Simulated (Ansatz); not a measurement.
# Lattice dynamics of CdF2 monolayer (1T), part 3 of 3

Task: relax CdF2 monolayer (1T), then find its harmonic phonons.

Ansatz 0.2.0; DFT LDA, scalar-relativistic, plane waves, PAW.

So far. Step 4 (Tight relaxation): The largest force component left is 0.081 meV/Å, within the tolerances set. Step 5 (Modes at Γ): Before it was imposed, the acoustic sum rule was missed by 3.6e-5 eV/Å² and the charge sum rule by 3.9e-5 e. Small misses are needed for a sound result but don't prove that mesh and cutoff are converged. The lowest optical mode is real, 258 cm⁻¹.

## Step 6: Response at finite wavevector (continued)

Tetrahedra on a 24×24×1 mesh, mean over bins of 5 cm-1. Interpolated from a 6×6×1 q mesh. Table of phonon density of states by wavenumber; read off at these points:

wavenumber (cm⁻¹), phonon density of states (1/cm⁻¹/cell) and a bar:
```
        2     0.0058 ##
       12     0.0108 ####
       22     0.0144 #####
       32     0.0204 #######
       48     0.0714 #######################
       58     0.0078 ###
       68     0.0097 ###
       78     0.0124 ####
       88     0.0173 ######
       98     0.0202 #######
      108     0.0160 #####
      118     0.0152 #####
      132     0.0164 #####
      142     0.0188 ######
      152     0.0333 ###########
      162     0.0000 
      172     0.0000 
      182     0.0000 
      192     0.0000 
      208     0.0000 
      218     0.0000 
      228     0.0228 #######
      232     0.0659 ######################
      238     0.0524 #################
      248     0.0479 ################
      258     0.0309 ##########
      268     0.0283 #########
      282     0.0711 #######################
      292     0.0065 ##
      302     0.0047 ##
      312     0.0362 ############
      322     0.0307 ##########
      332     0.0459 ###############
      338     0.0748 ########################
      342     0.0707 #######################
      352     0.0007 
      368     0.0015 
      378     0.0025 #
      388     0.0716 #######################
      392     0.0918 ##############################
      398     0.0228 #######
```

The partial phonon density of states has structure finer than the step of the table below, so its rows give means over 10 cm⁻¹, whole bins alone (the curve runs from -10 to 425 cm⁻¹). Peaks (cm⁻¹: height): Cd 44.8: 0.0517, 91.3: 0.0179, 151.6: 0.0222, 280.3: 0.0106, 340.5: 0.0103; F 151.6: 0.00979, 241.9: 0.0568, 280.3: 0.0525, 340.5: 0.0636, 389.8: 0.0784.

Phonopy on the run's constants, 19x19x1 mesh, Gaussian sigma 3.1 cm-1. Interpolated from a 6×6×1 q mesh. Partial phonon density of states against wavenumber; means over each step; values in 1/cm⁻¹/cell:

```csv
wavenumber (cm⁻¹),Cd,F
0,0.00298,0.00100
10,0.00683,0.00221
20,0.0103,0.00304
30,0.0155,0.00389
40,0.0327,0.00565
50,0.0308,0.00456
60,0.00598,0.00168
70,0.00795,0.00228
80,0.0105,0.00270
90,0.0163,0.00381
100,0.0156,0.00358
110,0.0132,0.00317
120,0.0130,0.00347
130,0.0125,0.00396
140,0.0135,0.00528
150,0.0200,0.00874
160,0.00886,0.00415
170,1.2e-4,5.9e-5
180,0,0
190,0,0
200,0,0
210,5.0e-7,1.5e-4
220,1.4e-4,0.00940
230,0.00123,0.0414
240,0.00301,0.0543
250,0.00346,0.0427
260,0.00407,0.0341
270,0.00392,0.0255
280,0.00861,0.0438
290,0.00263,0.0130
300,0.00189,0.00877
310,0.00302,0.0262
320,0.00459,0.0297
330,0.00591,0.0368
340,0.00951,0.0589
350,0.00380,0.0239
360,1.5e-4,6.5e-4
370,3.1e-4,0.00120
380,6.8e-4,0.00814
390,0.00291,0.0564
400,0.00301,0.0195
410,4.1e-4,0.00211
420,0,1.1e-6
```

Harmonic thermodynamic functions per atom, from the density of states. Interpolated from a 6×6×1 q mesh. Thermodynamic functions, by row:

```csv
T (K),F_vib (meV/atom),S (J/mol-atom/K),C_V (J/mol-atom/K)
0,42.83,0,0
100,37.78,10.49,11.6
200,21.11,21.33,19.31
300,-5.58,29.78,22.09
400,-39.96,36.31,23.25
500,-80.41,41.57,23.83
600,-125.8,45.95,24.16
700,-175.4,49.69,24.36
800,-228.7,52.95,24.49
900,-285.1,55.84,24.58
1000,-344.3,58.44,24.65
```

Symmetry leaves 7 wavevectors to solve. The lowest mode among them, the acoustic zeros apart, lies at q = (0, 0.167, 0) and is real, 13.5 cm⁻¹.

## Step 7: Another isotope

An isotope changes the mass and not the force constants, so no new electronic calculation is needed; the shifts show which modes move this element.

The same force constants with the mass of Cd changed from 112.414 to 115.905 u (phonopy, no LO-TO term). Both lists are sorted by frequency; levels can cross, so a row need not hold one and the same mode. Modes under 3 cm⁻¹ are left out. Isotope shifts, by row:

```csv
q,rank,natural mass (cm⁻¹),changed mass (cm⁻¹)
0 0 0,4,258,258
0 0 0,5,258,258
0 0 0,6,295.4,294.3
0 0 0,7,295.4,294.3
0 0 0,8,310.8,310.8
0 0 0,9,325.1,323.9
0 0.1667 0,1,13.48,13.33
0 0.1667 0,2,45.1,44.58
0 0.1667 0,3,79.28,78.38
0 0.1667 0,4,244.3,244.2
0 0.1667 0,5,266.6,266.2
0 0.1667 0,6,296.1,295.4
0 0.1667 0,7,310,309.8
0 0.1667 0,8,312,311.1
0 0.1667 0,9,390.7,389.6
0 0.3333 0,1,36.61,36.14
0 0.3333 0,2,79.7,78.71
0 0.3333 0,3,137.7,136.2
0 0.3333 0,4,227.6,227.4
0 0.3333 0,5,255.2,254.7
0 0.3333 0,6,283.2,282.6
0 0.3333 0,7,327.8,327.4
0 0.3333 0,8,333.1,332.4
0 0.3333 0,9,394.2,393.7
0 -0.5 0,1,47.22,46.58
0 -0.5 0,2,93.27,92.06
0 -0.5 0,3,159.2,157.5
0 -0.5 0,4,220.5,220.5
0 -0.5 0,5,241.3,241.3
0 -0.5 0,6,283.9,282.6
0 -0.5 0,7,340.8,340.1
0 -0.5 0,8,341.5,340.8
0 -0.5 0,9,389,389
```

A mode of this element alone would shift by -1.52 %. The highest zone-centre frequency without the field goes from 325.1 to 323.9 cm⁻¹ (-0.4 %). The product of the frequency ratios over all optical modes at Γ is 0.989; the product rule, (m/m′)^(3k/2) (M′/M)^(3/2) with k = 1 such atoms and M the mass of the cell, gives 0.989.

## Step 8: Results

```yaml
space_group_after_relaxation_within_0p01_a: P-3m1
area_per_atom: 3.42 Å²
gap_on_the_k_mesh: 3.80 eV
highest_optical_mode_at_the_zone_centre_no_lo_to_term: 325 cm⁻¹
lowest_optical_zone_centre_mode: 258 cm⁻¹
largest_born_charge_third_of_the_trace: 1.94 e
lowest_mode_on_the_q_mesh_acoustic_modes_at_gamma_apart: 13.5 cm⁻¹
highest_frequency_on_the_path_or_at_a_solved_wavevector: 396 cm⁻¹
zero_point_energy_per_atom: 42.8 meV
heat_capacity_at_300_k: 22.1 J/(mol atoms K)
vibrational_entropy_at_300_k: 29.8 J/(mol atoms K)
imaginary_modes_on_the_6x6x1_q_mesh: none
```

What this shows: The structure is a minimum as far as tested: no mode is imaginary at the 7 irreducible wavevectors of the 6×6×1 mesh, and the softest away from the acoustic zeros lies at 13 cm⁻¹. Without the field, the optical modes at Γ span 258 to 325 cm⁻¹. The highest mode in this list at Γ, 325.1 cm⁻¹, is mostly motion of F (75 % of the kinetic energy). The strongest infrared line is at 295 cm⁻¹. Averaged over orientations, the strongest Raman line at 532 nm and 300 K is at 311 cm⁻¹. On the path and the mesh, the widest gap between branches runs from 159 to 220 cm⁻¹. In a sheet or slab the interpolated bending branch near Γ is rough, since the rotational sum rule isn't imposed. Dielectric tensors refer to the cell with its vacuum. The starting cell was built on a prototype and not taken from a measurement. These are harmonic frequencies at zero temperature: anharmonic shifts, linewidths and thermal expansion are left out.

[Logs are printed without paths, hosts, clocks, repeated set-up lines and the standing remarks that a program may print on its own settings, such as how far it seeks lower states.]

[Hosts, paths, dates, database ids (printed as entryN), source tags and the programs' standing remarks are cut or masked in the printed files.]
